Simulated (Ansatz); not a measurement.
# Na on Pt(100): change of the work function, part 3 of 3

How does Na on the hollow site change the work function of Pt(100) as the layer fills?

Ansatz 0.2.0; plane-wave DFT, PBE, Ansatz PAW.

So far, work function, upper face (eV): step 2 (the clean slab) 5.66; step 3 (37 atoms, coverage 0.111 ML, cell 3x3) 3.76.

## 4. The covered slab, k-mesh 6×6×1, coverage 0.25 ML

System of this step: Na/Pt(100). The cell holds 17 atoms: 16 Pt and 1 Na. Cell: a = 5.544 Å, b = 5.544 Å, c = 26.354 Å, α = 90.0°, β = 90.0°, γ = 90.0°. Vacuum lies along c.

Another coverage, to see how the dipoles act on each other as their distance changes.

input.yaml reads:

```yaml
crystal:
  lattice:
    - [5.5437171646, 0.0, 0.0]
    - [0.0, 5.5437171646, 0.0]
    - [0.0, 0.0, 26.3539094495]
  atoms:
    - { symbol: Pt, position: [0.25, 0.25, 0.3415053094] }
    - { symbol: Pt, position: [0.0, 0.0, 0.4158775767] }
    - { symbol: Pt, position: [0.25, 0.25, 0.4919595813] }
    - { symbol: Pt, position: [0.0, 0.0, 0.5668416639] }
    - { symbol: Pt, position: [0.25, 0.75, 0.3415053094] }
    - { symbol: Pt, position: [0.0, 0.5, 0.4158775767] }
    - { symbol: Pt, position: [0.25, 0.75, 0.4919595813] }
    - { symbol: Pt, position: [0.0, 0.5, 0.5668416639] }
    - { symbol: Pt, position: [0.75, 0.25, 0.3415053094] }
    - { symbol: Pt, position: [0.5, 0.0, 0.4158775767] }
    - { symbol: Pt, position: [0.75, 0.25, 0.4919595813] }
    - { symbol: Pt, position: [0.5, 0.0, 0.5668416639] }
    - { symbol: Pt, position: [0.75, 0.75, 0.3415053094] }
    - { symbol: Pt, position: [0.5, 0.5, 0.4158775767] }
    - { symbol: Pt, position: [0.75, 0.75, 0.4919595813] }
    - { symbol: Pt, position: [0.5, 0.5, 0.5668416639] }
    - { symbol: Na, position: [0.25, 0.25, 0.6584946906] }
kpoints:
  mp_grid: { grid: [6, 6, 1] }
hamiltonian:
  xc: pbe
scf:
  occupations: { method: fermi_dirac, width: 0.1 }
  convergence: { dr2_threshold: 1.0e-08 }
efield:
  axis: 3
  dipole_correction: true
  ramp_position: 0.97
  ramp_width: 0.06
relax:
  f_tol: 0.02
  max_steps: 60
  constraints: [{ sites: [0, 1, 4, 5, 8, 9, 12, 13] }]
output:
  dos: { projected: true, e_range: [-8, 4] }
  write_potential: true
  write_density: true
  volumetric_format: npy
  elf: true
```

Started as:

```
> ansatz run input.yaml --threads 4 --pin off --max-ram 16384MiB --backend cpu --events-out ev --progress --plain --runs-dir out
```

What it wrote:

```text
[...]
Crystal: 17 atoms, lattice volume = 809.929 Å³
Basis set: ecut = 420 eV, 15877 PW (Γ), exchange–correlation on 80×80×360 points (8 copies of the dense FFT grid, shifted against one another)
Bands: 179, of which v1, the nominal top of the filled ones, is band 149 counted from 1 (148 counted from 0)
Symmetry: 8 space group operations
[...]
k-points: 10 of 36
[...]
SCF iter   1: F=—  HF=-201849.894012 eV  |F-HF|=—  |Δ(HF+E_count)|=         —  Δρ=1.16e-2  dr2=1.60e1  ethr=1.77e-3  p=0.538 e·Å  D=1.20e-1 V/Å  ΔV_dip=-3.17 eV  dr2_dipole=4.97e0  V_vac-E_F(+/−)=1.92/5.09 eV  ⟨swp⟩=7.6  Hψ=7133  notcnv=0  defer=72
[...]
SCF iter  13: F=-201849.670975 eV  HF=-201849.670975 eV  |F-HF|=8.15e-9  |Δ(HF+E_count)|=   1.96e-8  Δρ=4.99e-7  dr2=4.64e-9  ethr=3.37e-12  p=0.643 e·Å  D=1.44e-1 V/Å  ΔV_dip=-3.78 eV  dr2_dipole=4.61e-11  V_vac-E_F(+/−)=1.88/5.66 eV  ⟨swp⟩=16.3  Hψ=12027  notcnv=0
SCF 1 converged in 13 iterations: F = -201849.670975 eV  dr2 = 4.64e-9
[...]
relax step   1: F+E_penalty+E_count = -201849.67097503 eV  Δ(F+E_penalty+E_count) = +0.000e0 eV  max|allowed force component| = 6.470e-1 eV/Å  Δτ_max = 0.0000 Å  (13 SCF iters, accepted)
[...]
SCF iter  10: F=-201849.739069 eV  HF=-201849.739069 eV  |F-HF|=1.14e-8  |Δ(HF+E_count)|=   2.87e-8  Δρ=5.91e-7  dr2=7.28e-9  ethr=3.37e-12  p=0.603 e·Å  D=1.35e-1 V/Å  ΔV_dip=-3.55 eV  dr2_dipole=9.65e-11  V_vac-E_F(+/−)=2.12/5.67 eV  ⟨swp⟩=15.7  Hψ=13139  notcnv=0
SCF 2 converged in 10 iterations: F = -201849.739069 eV  dr2 = 7.28e-9
[...]
relax step   2: F+E_penalty+E_count = -201849.73906852 eV  Δ(F+E_penalty+E_count) = -6.809e-2 eV  max|allowed force component| = 2.995e-1 eV/Å  Δτ_max = 0.1027 Å  (10 SCF iters, accepted)
SCF iter   1: F=—  HF=-201849.751428 eV  |F-HF|=—  |Δ(HF+E_count)|=         —  Δρ=1.61e-3  dr2=3.46e-2  ethr=2.44e-3  p=0.603 e·Å  D=1.35e-1 V/Å  ΔV_dip=-3.55 eV  dr2_dipole=5.16e-3  V_vac-E_F(+/−)=2.12/5.67 eV  ⟨swp⟩=4.0  Hψ=3204  notcnv=0  defer=99
[...]
SCF iter  12: F=-201849.754382 eV  HF=-201849.754382 eV  |F-HF|=5.62e-9  |Δ(HF+E_count)|=   1.96e-8  Δρ=2.99e-7  dr2=1.79e-9  ethr=3.37e-12  p=0.564 e·Å  D=1.26e-1 V/Å  ΔV_dip=-3.32 eV  dr2_dipole=1.96e-11  V_vac-E_F(+/−)=2.35/5.67 eV  ⟨swp⟩=8.0  Hψ=10266  notcnv=0
SCF 3 converged in 12 iterations: F = -201849.754382 eV  dr2 = 1.79e-9
relax step   3: F+E_penalty+E_count = -201849.75438196 eV  Δ(F+E_penalty+E_count) = -1.531e-2 eV  max|allowed force component| = 1.227e-1 eV/Å  Δτ_max = 0.1514 Å  (12 SCF iters, accepted)
SCF iter   1: F=—  HF=-201849.757887 eV  |F-HF|=—  |Δ(HF+E_count)|=         —  Δρ=5.30e-4  dr2=5.74e-3  ethr=9.85e-6  p=0.564 e·Å  D=1.26e-1 V/Å  ΔV_dip=-3.32 eV  dr2_dipole=1.58e-3  V_vac-E_F(+/−)=2.35/5.67 eV  ⟨swp⟩=3.2  Hψ=3568  notcnv=0  defer=122
[...]
SCF iter  10: F=-201849.756855 eV  HF=-201849.756855 eV  |F-HF|=4.31e-9  |Δ(HF+E_count)|=   1.33e-8  Δρ=3.49e-7  dr2=2.68e-9  ethr=3.37e-12  p=0.576 e·Å  D=1.29e-1 V/Å  ΔV_dip=-3.39 eV  dr2_dipole=7.69e-11  V_vac-E_F(+/−)=2.28/5.67 eV  ⟨swp⟩=13.6  Hψ=11479  notcnv=0
SCF 4 converged in 10 iterations: F = -201849.756855 eV  dr2 = 2.68e-9
relax step   4: F+E_penalty+E_count = -201849.75685487 eV  Δ(F+E_penalty+E_count) = -2.473e-3 eV  max|allowed force component| = 8.114e-3 eV/Å  Δτ_max = 0.0434 Å  (10 SCF iters, accepted)
[...]
SCF converged after 10 iterations
Free energy (F): -201849.756855 eV
[...]
Internal energy: -201848.861687 eV  (E = F + TS)
E sigma→0 (E₀):  -201849.309271 eV
Entropy (-TS):   -0.895168 eV (-52.657 meV/atom)
Fermi energy:    4.322087 eV
Dipole field:    D = 0.128584 V/Å  (p = 0.575536 e·Å, saw-weighted, corrected)
Work function:   Φ+ = 2.2797 eV   Φ− = 5.6684 eV
[...]
--- Forces (eV/Å), atoms counted from 1 ---
  atom   1  Pt     0.00000000     0.00000000    -0.08079575
  atom   2  Pt     0.03333480     0.03333480     0.09481104
  atom   3  Pt    -0.00000000     0.00000000    -0.00811413
  atom   4  Pt    -0.00780001    -0.00780001    -0.00396047
  atom   5  Pt     0.00000000     0.00000000    -0.09312667
  atom   6  Pt     0.03333480    -0.03333480     0.09481104
  atom   7  Pt    -0.00000000     0.00000000    -0.00084465
  atom   8  Pt    -0.00780001     0.00780001    -0.00396047
  atom   9  Pt     0.00000000     0.00000000    -0.09312667
  atom  10  Pt    -0.03333480     0.03333480     0.09481104
  atom  11  Pt     0.00000000     0.00000000    -0.00084465
  atom  12  Pt     0.00780001    -0.00780001    -0.00396047
  atom  13  Pt     0.00000000     0.00000000    -0.09382995
  atom  14  Pt    -0.03333480    -0.03333480     0.09481104
  atom  15  Pt     0.00000000     0.00000000     0.00606686
  atom  16  Pt     0.00780001     0.00780001    -0.00396047
  atom  17  Na     0.00000000     0.00000000     0.00119410
  max |Σ_I F_I| component: 1.92e-5 eV/Å
--- Band table (eV; the first three rows and the last of 10) ---
  k-point 0: bands = [... 145 lower, 4.4633, 4.5642, 4.5642, 4.8668, 4.8831, 5.3556, 5.3618, 5.3618, ... 26 higher]
  k-point 1: bands = [... 145 lower, 4.3391, 4.3508, 4.5019, 4.5112, 4.6303, 4.7216, 4.7889, 5.0235, ... 26 higher]
  k-point 2: bands = [... 145 lower, 4.2504, 4.2830, 4.3081, 4.3462, 4.3934, 4.5342, 4.5690, 4.6239, ... 26 higher]
  k-point 9: bands = [... 145 lower, 3.4612, 3.4612, 3.4807, 4.3812, 4.3812, 4.3953, 4.4152, 4.4157, ... 26 higher]
--- Relaxed structure (4 steps of the walk, 4 accepted, 0 SCFs on fresh bases) ---
  F+E_penalty+E_count = -201849.75685487 eV   max|allowed force component| = 8.114e-3 eV/Å
  atoms:
    - { symbol: Pt, position: [0.250000, 0.250000, 0.341505] }
    - { symbol: Pt, position: [0.0, 0.0, 0.415878] }
    - { symbol: Pt, position: [0.250000, 0.250000, 0.492650] }
    - { symbol: Pt, position: [-0.00183375, -0.00183375, 0.567774] }
    - { symbol: Pt, position: [0.250000, 0.750000, 0.341505] }
    - { symbol: Pt, position: [0.0, 0.500000, 0.415878] }
    - { symbol: Pt, position: [0.250000, 0.750000, 0.492375] }
    - { symbol: Pt, position: [-0.00183375, 0.501834, 0.567774] }
    - { symbol: Pt, position: [0.750000, 0.250000, 0.341505] }
    - { symbol: Pt, position: [0.500000, 0.0, 0.415878] }
    - { symbol: Pt, position: [0.750000, 0.250000, 0.492375] }
    - { symbol: Pt, position: [0.501834, -0.00183375, 0.567774] }
    - { symbol: Pt, position: [0.750000, 0.750000, 0.341505] }
    - { symbol: Pt, position: [0.500000, 0.500000, 0.415878] }
    - { symbol: Pt, position: [0.750000, 0.750000, 0.491694] }
    - { symbol: Pt, position: [0.501834, 0.501834, 0.567774] }
    - { symbol: Na, position: [0.250000, 0.250000, 0.650501] }
```

Wall time 3.3 min (4 threads of Arm Neoverse V1, shared host); peak memory 3.5 GiB; 13 min of CPU time.

Step by step:

| step | energy less that of the first step (eV) | largest force component (eV/Å) |
| --- | --- | --- |
| 1 | 0.0000 | 0.6470 |
| 2 | -0.0681 | 0.2995 |
| 3 | -0.0834 | 0.1227 |
| 4 | -0.0859 | 0.0081 |

The run keeps the 8 symmetry operations that the program found, so distortions that break them were not tested.

The atoms that moved most (Å):

| atom | dx | dy | dz | length |
| --- | --- | --- | --- | --- |
| Na17 | 0.000 | 0.000 | -0.211 | 0.211 |
| Pt16 | 0.010 | 0.010 | 0.025 | 0.028 |
| Pt12 | 0.010 | -0.010 | 0.025 | 0.028 |
| Pt8 | -0.010 | 0.010 | 0.025 | 0.028 |
| Pt4 | -0.010 | -0.010 | 0.025 | 0.028 |
| Pt3 | 0.000 | 0.000 | 0.018 | 0.018 |
| Pt7 | 0.000 | 0.000 | 0.011 | 0.011 |
| Pt11 | 0.000 | 0.000 | 0.011 | 0.011 |

Final coordinates:

```
Pt Na
1.0
     5.54372    0.00000    0.00000
     0.00000    5.54372    0.00000
     0.00000    0.00000   26.35391
Pt Na
16 1
Direct
  0.25000 0.25000 0.34151
  0.00000 0.00000 0.41588
  0.25000 0.25000 0.49265
  0.99817 0.99817 0.56777
  0.25000 0.75000 0.34151
  0.00000 0.50000 0.41588
  0.25000 0.75000 0.49237
  0.99817 0.50183 0.56777
  0.75000 0.25000 0.34151
  0.50000 0.00000 0.41588
  0.75000 0.25000 0.49237
  0.50183 0.99817 0.56777
  0.75000 0.75000 0.34151
  0.50000 0.50000 0.41588
  0.75000 0.75000 0.49169
  0.50183 0.50183 0.56777
  0.25000 0.25000 0.65050
```

Read from the output:

* energy at zero smearing: -201849.3093 eV
* work function, upper face: 2.280 eV
* work function, lower face: 5.668 eV
* dipole along the normal: 0.5755 e·Å
* step between the vacuum levels: -3.389 eV

The density of states has structure finer than the step of the table below, so its rows give means over 0.5 eV. Peaks (eV: height): -4.90: 45.5, -4.60: 43.8, -3.91: 51.2, -3.13: 51.7, -3.01: 46.8, -2.11: 49.4, 0.09: 60.7.

Density of states against energy, zero at the Fermi level; means over each step:

| energy (eV) | density of states (states/eV a cell) |
| --- | --- |
| -7.5 | 2.60 |
| -7.0 | 4.09 |
| -6.5 | 10.3 |
| -6.0 | 17.6 |
| -5.5 | 22.4 |
| -5.0 | 18.0 |
| -4.5 | 18.3 |
| -4.0 | 24.9 |
| -3.5 | 26.5 |
| -3.0 | 29.8 |
| -2.5 | 20.0 |
| -2.0 | 29.2 |
| -1.5 | 26.4 |
| -1.0 | 27.6 |
| -0.5 | 28.8 |
| 0.0 | 27.7 |
| 0.5 | 10.3 |
| 1.0 | 5.27 |
| 1.5 | 6.06 |

Projected DOS per atom over height of the atomic layer and energy from the Fermi level. Layers: Pt4 Pt4 Pt4 Pt4 Na from below.

Ten even steps from '_' (0.00 states/eV) to '@' (2.45 states/eV), each cell a mean:
```
__......::
..____..::
........__
------::__
######**__
%%**++##__
%%++==%%__
%%==++@@__
##++++##__
@@====@@__
**----##__
##@@@@##__
==++++++__
++****++__
========__
--++++--__
--####--__
::##**::__
..----..__
__::..____
__....____
__________
```
Columns: height of the atomic layer (Å) from 9 to 17.1 (not evenly spaced); rows upwards: energy from the Fermi level (eV) from -7.96 to 1.95.

ELF in the ca plane at fractional y = 0.250, with atoms of Pt and Na within 0.2 Å of it. It is the smooth field of the valence electrons, not physical close to the nuclei.

Values, 8 rows by 16 columns, each cell a mean:
```
0.32 0.32 0.24 0.24 0.29 0.32 0.24 0.27 0.22 0.08 0.03 0.02 0.00 0.00 0.00 0.00
0.54 0.60 0.22 0.18 0.53 0.60 0.22 0.15 0.11 0.06 0.02 0.01 0.00 0.00 0.00 0.00
0.49 0.54 0.22 0.19 0.47 0.53 0.22 0.18 0.14 0.07 0.03 0.01 0.00 0.00 0.00 0.00
0.30 0.27 0.24 0.25 0.26 0.28 0.24 0.30 0.24 0.06 0.03 0.02 0.00 0.00 0.00 0.00
0.32 0.32 0.24 0.24 0.29 0.32 0.24 0.28 0.14 0.19 0.02 0.02 0.01 0.00 0.00 0.00
0.54 0.60 0.22 0.18 0.52 0.60 0.22 0.16 0.27 0.48 0.10 0.02 0.01 0.00 0.00 0.00
0.49 0.54 0.22 0.19 0.46 0.54 0.22 0.19 0.23 0.50 0.07 0.02 0.01 0.00 0.00 0.00
0.30 0.27 0.24 0.25 0.26 0.28 0.24 0.31 0.17 0.07 0.01 0.02 0.01 0.00 0.00 0.00
```
Columns run along c (16.0 Å, from fractional 0.31 to 0.91 of the cell), rows up along a (5.5 Å). Atoms in or near the plane, at fractional coordinates: Pt at (0.34, 0.25), Pt at (0.49, 0.25), Pt at (0.34, 0.75), Pt at (0.49, 0.75), Na at (0.65, 0.25).

Electrostatic potential energy in the ca plane at fractional y = 0.250, with atoms of Pt and Na within 0.2 Å of it. With pseudopotentials it is smooth inside the atoms' cores, unlike the true potential.

Ten even steps from '0' (-70 eV) to '9' (9 eV), each cell a mean:
```
99889999999998899999999999999999999999999999
86446899999864468999999999999999999999999999
73002799999720027999999999999999999999999999
61001699999610016999999999999999999999999999
73002799999730027999999999999999999999999999
86446899999864468999999999999999999999999999
99889999999998899999999999999999999999999999
99999999999999999999999999999999999999999999
98668999999986689999999998899999999999999999
84114899999841148999999865689999999999999999
72001699999720016999999730279999999999999999
72001699999720016999999730279999999999999999
85214899999842148999999875689999999999999999
98768999999987789999999998899999999999999999
99999999999999999999999999999999999999999999
```
Columns run along c (16.0 Å, from fractional 0.31 to 0.91 of the cell; values clipped at the 3rd and 97th percentile), rows up along a (5.5 Å). Atoms in or near the plane, at fractional coordinates: Pt at (0.34, 0.25), Pt at (0.49, 0.25), Pt at (0.34, 0.75), Pt at (0.49, 0.75), Na at (0.65, 0.25).

Valence density in the ca plane at fractional y = 0.250, with atoms of Pt and Na within 0.2 Å of it. It is the smooth field of the valence electrons, not physical close to the nuclei.

Values in units of 1e0 e/Å³, 8 rows by 16 columns, each cell a mean:
```
0.8 1.1 0.3 0.3 0.8 1.1 0.3 0.2 0.1 0.0 0.0 0.0 0.0 0.0 0.0 0.0
4.3 6.5 0.3 0.2 4.5 6.3 0.3 0.1 0.0 0.0 0.0 0.0 0.0 0.0 0.0 0.0
3.2 4.8 0.3 0.2 3.3 4.7 0.3 0.1 0.0 0.0 0.0 0.0 0.0 0.0 0.0 0.0
0.4 0.6 0.3 0.3 0.5 0.6 0.3 0.3 0.1 0.0 0.0 0.0 0.0 0.0 0.0 0.0
0.8 1.1 0.3 0.3 0.8 1.1 0.3 0.2 0.1 0.3 0.0 0.0 0.0 0.0 0.0 0.0
4.3 6.5 0.3 0.2 4.4 6.4 0.3 0.1 1.7 8.3 0.1 0.0 0.0 0.0 0.0 0.0
3.2 4.8 0.3 0.2 3.3 4.7 0.3 0.1 1.0 4.9 0.0 0.0 0.0 0.0 0.0 0.0
0.4 0.6 0.3 0.3 0.5 0.6 0.3 0.3 0.1 0.1 0.0 0.0 0.0 0.0 0.0 0.0
```
Columns run along c (16.0 Å, from fractional 0.31 to 0.91 of the cell), rows up along a (5.5 Å). Atoms in or near the plane, at fractional coordinates: Pt at (0.34, 0.25), Pt at (0.49, 0.25), Pt at (0.34, 0.75), Pt at (0.49, 0.75), Na at (0.65, 0.25).

The relaxation took 4 steps and lowered the energy by 0.086 eV; the largest force on the free atoms ends at 0.0081 eV/Å.

By hand: a sheet of dipoles makes a step −p/(ε₀A) in the electron's potential. With e/ε₀ = 180.95 V·Å, p = 0.5755 e·Å and A = 30.73 Å², that is −180.95 × (0.5755) / 30.73 = -3.389 eV, and the two vacuum levels of the run differ by -3.389 eV.

The covered face has 2.28 eV, -3.38 eV against the clean one; the bare back face has moved by +0.02 eV, a measure of how thin the slab is.

## 5. Adsorbate added, k-mesh 6×6×1, coverage 0.5 ML

System of this step: Na/Pt(100). The cell holds 18 atoms: 16 Pt and 2 Na. Its edges and angles: a = 5.544 Å, b = 5.544 Å, c = 26.354 Å, α = 90.0°, β = 90.0°, γ = 90.0°. Vacuum lies along c.

Another coverage, to see how the dipoles act on each other as their distance changes.

Changes to input.yaml since step 4:

```diff
@@ -23,2 +23,3 @@
     - { symbol: Na, position: [0.25, 0.25, 0.6584946906] }
+    - { symbol: Na, position: [0.75, 0.75, 0.6584946906] }
 kpoints:
```

What it wrote:

```text
[...]
Crystal: 18 atoms, lattice volume = 809.929 Å³
Basis set: ecut = 420 eV, 15877 PW (Γ), exchange–correlation on 80×80×360 points (8 copies of the dense FFT grid, shifted against one another)
Bands: 184, of which v1, the nominal top of the filled ones, is band 153 counted from 1 (152 counted from 0)
Symmetry: 16 space group operations
[...]
- { symbol: Pt, position: [0, 0.500000, 0.568400] }
[...]
- { symbol: Pt, position: [0.750000, 0.750000, 0.341505] }
    - { symbol: Pt, position: [0.500000, 0.500000, 0.415878] }
    - { symbol: Pt, position: [0.750000, 0.750000, 0.492121] }
    - { symbol: Pt, position: [0.500000, 0.500000, 0.568400] }
    - { symbol: Na, position: [0.250000, 0.250000, 0.650867] }
    - { symbol: Na, position: [0.750000, 0.750000, 0.650867] }
[key lines of the parts left out:]
SCF converged after 8 iterations
Free energy (F): -203337.229474 eV
Fermi energy:    4.661982 eV
Dipole field:    D = 0.138185 V/Å  (p = 0.618511 e·Å, saw-weighted, corrected)
Work function:   Φ+ = 2.0149 eV   Φ− = 5.6567 eV
```

Elapsed: 4.3 min, on 4 threads; peak memory 3.6 GiB.

Step by step:

| step | energy less that of the first step (eV) | largest force component (eV/Å) |
| --- | --- | --- |
| 1 | 0.0000 | 0.5495 |
| 2 | -0.1134 | 0.3170 |
| 3 | -0.1521 | 0.1547 |
| 4 | -0.1591 | 0.0246 |
| 5 | -0.1593 | 0.0003 |

The run keeps the 16 symmetry operations that the program found, so distortions that break them were not tested.

The atoms that moved most (Å):

| atom | dx | dy | dz | length |
| --- | --- | --- | --- | --- |
| Na18 | 0.000 | 0.000 | -0.201 | 0.201 |
| Na17 | 0.000 | 0.000 | -0.201 | 0.201 |
| Pt4 | 0.000 | 0.000 | 0.041 | 0.041 |
| Pt8 | 0.000 | 0.000 | 0.041 | 0.041 |
| Pt16 | 0.000 | 0.000 | 0.041 | 0.041 |
| Pt12 | 0.000 | 0.000 | 0.041 | 0.041 |
| Pt7 | 0.000 | 0.000 | 0.016 | 0.016 |
| Pt11 | 0.000 | 0.000 | 0.016 | 0.016 |

The relaxed structure:

```cif
data_structure
_symmetry_space_group_name_H-M 'P 1'
_symmetry_Int_Tables_number 1
_cell_length_a 5.5437
_cell_length_b 5.5437
_cell_length_c 26.3539
_cell_angle_alpha 90.000
_cell_angle_beta 90.000
_cell_angle_gamma 90.000
_cell_volume 809.93
loop_
_atom_site_label
_atom_site_type_symbol
_atom_site_fract_x
_atom_site_fract_y
_atom_site_fract_z
_atom_site_occupancy
Pt1 Pt 0.25000 0.25000 0.34151 1
Pt2 Pt 0.00000 0.00000 0.41588 1
Pt3 Pt 0.25000 0.25000 0.49212 1
Pt4 Pt 0.00000 0.00000 0.56840 1
Pt5 Pt 0.25000 0.75000 0.34151 1
Pt6 Pt 0.00000 0.50000 0.41588 1
Pt7 Pt 0.25000 0.75000 0.49257 1
Pt8 Pt 0.00000 0.50000 0.56840 1
Pt9 Pt 0.75000 0.25000 0.34151 1
Pt10 Pt 0.50000 0.00000 0.41588 1
Pt11 Pt 0.75000 0.25000 0.49257 1
Pt12 Pt 0.50000 0.00000 0.56840 1
Pt13 Pt 0.75000 0.75000 0.34151 1
Pt14 Pt 0.50000 0.50000 0.41588 1
Pt15 Pt 0.75000 0.75000 0.49212 1
Pt16 Pt 0.50000 0.50000 0.56840 1
Na17 Na 0.25000 0.25000 0.65087 1
Na18 Na 0.75000 0.75000 0.65087 1
```

The relaxation took 5 steps and lowered the energy by 0.16 eV; the largest force on the free atoms ends at 2.6e-4 eV/Å.

The covered face has 2.01 eV, -3.64 eV against the clean one; the bare back face has moved by +0.00 eV, a measure of how thin the slab is.

## 6. Work function against coverage

This step: plane-wave DFT, PBE, Ansatz PAW; work function against coverage (Ansatz 0.2.0).

The runs are now put side by side.

Numbers from this step:

- work function of the clean face: 5.655 eV
- largest change of the work function: -3.640 eV

Table of work function of the covered face by coverage:

| coverage (adsorbates/nm²) | work function of the covered face (eV) |
| --- | --- |
| 0.00 | 5.66 |
| 1.45 | 3.76 |
| 3.25 | 2.28 |
| 6.51 | 2.01 |

The dipole per adsorbate comes from the change of the cell's dipole. Coverage, by row:

| coverage (1/nm²) | coverage (ML) | work function (eV) | change (eV) | dipole per adsorbate, positive end outwards (debye) | mean height of the added atoms over the highest substrate atom (Å) |
| --- | --- | --- | --- | --- | --- |
| 1.446 | 0.1111 | 3.756 | -1.9 | 3.511 | 2.264 |
| 3.254 | 0.25 | 2.28 | -3.376 | 2.767 | 2.18 |
| 6.508 | 0.5 | 2.015 | -3.64 | 1.487 | 2.173 |

## 7. What came out

```
work function of the clean face                        : 5.66 eV
work function at 0.11 ML                               : 3.76 eV
work function at 0.25 ML                               : 2.28 eV
work function at 0.5 ML                                : 2.01 eV
dipole per adsorbate at 0.11 ML, positive end outwards : 3.51 D
```

**Reading.** Na lowers the work function of Pt(100) at the lowest coverage, by 1.90 eV: the adsorbate layer has its positive end outwards. The dipole per adsorbate falls from 3.51 to 1.49 D as the layer fills. Neighbouring dipoles depolarise each other, and heights and bonding change with coverage too. The slab has 4 layers, at the tabulated experimental lattice constant, one starting site was run, and quantum-size effects of a slab this thin can reach one or two tenths of an eV.

[Long decimals in the printed logs are rounded to 6 places.]

[Logs are printed without paths, hosts, clocks, repeated set-up lines and the standing remarks that a program may print on its own settings, such as how far it seeks lower states.]

[Hosts, paths, dates, database ids (printed as entryN), source tags and the programs' standing remarks are cut or masked in the printed files.]

[Maps of the electrostatic potential energy from Ansatz leave out the sawtooth potential of an applied field or a dipole correction, so their vacuum need not be flat; planar profiles and work functions include it.]

[The density of states shown here was stored with 400 of the rows of the run's finer table, so its peaks can read low, often by over a quarter, or be missed, and its means over a window can be off by a tenth or more.]
